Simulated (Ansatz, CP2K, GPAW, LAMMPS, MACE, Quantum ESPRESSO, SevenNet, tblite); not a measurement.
**Other levels on amorphous Ge (66 atoms)**

Density of this cell: 5.19 g/cm³. The cell holds 66 atoms: 66 Ge. Cell: a = 11.531 Å, b = 11.531 Å, c = 11.531 Å, α = 90.0°, β = 90.0°, γ = 90.0°. 66 atoms (66 Ge) placed at random at 5.19 g/cm³, melted at 3500 K for 10 ps at fixed volume with the Tersoff potential (Tersoff, Phys. Rev. B 39, 5566 (1989)). Quenched from 3500 K to 300 K at 5 K/ps and fixed volume, held 5 ps, then minimised at fixed cell.

Geometry: as built.

The reference, a calculation:

| Property | Result |
| --- | --- |
| method | Kohn-Sham DFT, PBE, SSSP efficiency 1.3.0 pseudopotentials, plane waves (Quantum ESPRESSO 7.5); sssp-pbe-1.3.0-efficiency, cutoffs 45/360 Ry, Γ point |
| r.m.s. force component | 0.2306 eV/Å |
| longest force | 0.7477 eV/Å |
| pressure | 2.79 GPa |
| time | 6 min on 4 MPI ranks of Intel Xeon Platinum 8259CL at 2.50GHz (Skylake/Cascade Lake), shared host |
| CPU time | 24 min |

Runs, in no order:
A. CP2K PBE, DZVP-UZH, 122/50 Ry, diagonalisation: Kohn-Sham DFT, PBE, GTH-PBE pseudopotentials, Gaussian and plane waves, DZVP-MOLOPT (UZH set), diagonalisation
B. SevenNet 0 potential: machine-learned interatomic potential SevenNet 0, trained on PBE(+U) plane-wave data
C. GPAW PBE, LCAO dzp, h 0.2 Å, other mixer settings: Kohn-Sham DFT, PBE, PAW, atomic orbitals (dzp)
D. tblite GFN1-xTB: GFN1-xTB tight binding, diagonalisation
E. CP2K PBE, TZV2P-UZH, 350/50 Ry, diagonalisation: Kohn-Sham DFT, PBE, GTH-PBE pseudopotentials, Gaussian and plane waves, TZV2P-MOLOPT (UZH set), diagonalisation

Q: Order them from the smallest to the largest r.m.s. force difference.

E, A, C, D, B.

```
                                                 run  Δ force, r.m.s. (meV/Å)  share of r.m.s. force (%)  CPU time
  E. CP2K PBE, TZV2P-UZH, 350/50 Ry, diagonalisation                     12.5                       5.43    18 min
   A. CP2K PBE, DZVP-UZH, 122/50 Ry, diagonalisation                     28.1                       12.2     3 min
C. GPAW PBE, LCAO dzp, h 0.2 Å, other mixer settings                     44.5                       19.3   7.1 min
                                  D. tblite GFN1-xTB                      122                       53.0      19 s
                             B. SevenNet 0 potential                      184                       79.9      14 s
```

Periodic xTB results under one method name differ between programs and library versions. Machine-learned potentials mimic data converged in k, so the reference's own k-point error enters their differences. The network of bonds at the start is that of the classical potential that made the cell, and needn't be the one that DFT or experiment would give. The electronic-structure runs sample only Γ, in a cell whose shortest periodic width is 12 Å, which is coarse for a cell with partly filled levels.

[Logs are printed without paths, hosts, clocks, repeated set-up lines and the standing remarks that a program may print on its own settings, such as how far it seeks lower states.]

[Hosts, paths, dates, database ids (printed as entryN), source tags and the programs' standing remarks are cut or masked in the printed files.]
